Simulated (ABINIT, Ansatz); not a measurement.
Planning a run of Ansatz 0.2.0 on Al2O3 (Corundum). The input:

```yaml
crystal:
  lattice:
    - [2.38025, 1.3742379782, 4.3318666667]
    - [-2.38025, 1.3742379782, 4.3318666667]
    - [0.0, -2.7484759565, 4.3318666667]
  atoms:
    - { symbol: Al, position: [0.35216, 0.35216, 0.35216] }
    - { symbol: Al, position: [0.14784, 0.14784, 0.14784] }
    - { symbol: Al, position: [0.64784, 0.64784, 0.64784] }
    - { symbol: Al, position: [0.85216, 0.85216, 0.85216] }
    - { symbol: O, position: [0.55668, 0.94332, 0.25] }
    - { symbol: O, position: [0.25, 0.55668, 0.94332] }
    - { symbol: O, position: [0.94332, 0.25, 0.55668] }
    - { symbol: O, position: [0.44332, 0.05668, 0.75] }
    - { symbol: O, position: [0.75, 0.44332, 0.05668] }
    - { symbol: O, position: [0.05668, 0.75, 0.44332] }
kpoints:
  mp_grid: { grid: [4, 4, 4] }
hamiltonian:
  xc: pbe
scf:
  occupations: { method: fixed }
gw:
  n_empty_bands: 103
  ecut_chi: 141.5
  qp_bands: [v2, c2]
  qp_kpoints: [[0.0, 0.0, 0.0]]
  screening: { model: contour_deformation }
```

```sh
ansatz run input.yaml --threads 4 --pin off --max-ram 14745MiB --backend cpu --events-out ev --progress --plain --runs-dir out
```

Question: Estimate wall time and host memory on 4 threads of Arm Neoverse V1, shared host.

It took 30 s; on shared hardware allow 15 s to 60 s. Peak host memory was 0.45 GiB. The sizes that set the cost: 1653 plane waves a state, 13 irreducible k points, 321 plane waves in the screening and 6 SCF cycles.

The screening grows as filled bands × empty bands × pairs of k points, times the square of the screening basis for the matrix.

[Paths, hosts, dates, memory and timing lines, banners, echoed tables and standing remarks are left out of the program output.]

[Logs are printed without paths, hosts, clocks, repeated set-up lines and the standing remarks that a program may print on its own settings, such as how far it seeks lower states.]

[Runs of the session that timed out or met a known fault of the program may be left out.]

[Hosts, paths, dates, database ids (printed as entryN), source tags and the programs' standing remarks are cut or masked in the printed files.]

[G0W0 gaps are taken among the corrected bands and points alone; a level outside them can change the order at an edge.]

[Where Ansatz stands beside ABINIT at settings called matched, ABINIT's density can come from a denser mesh and the files from another edition; pairs whose starting gaps differed by over 0.03 eV were left out, so agreement reads better than it is.]
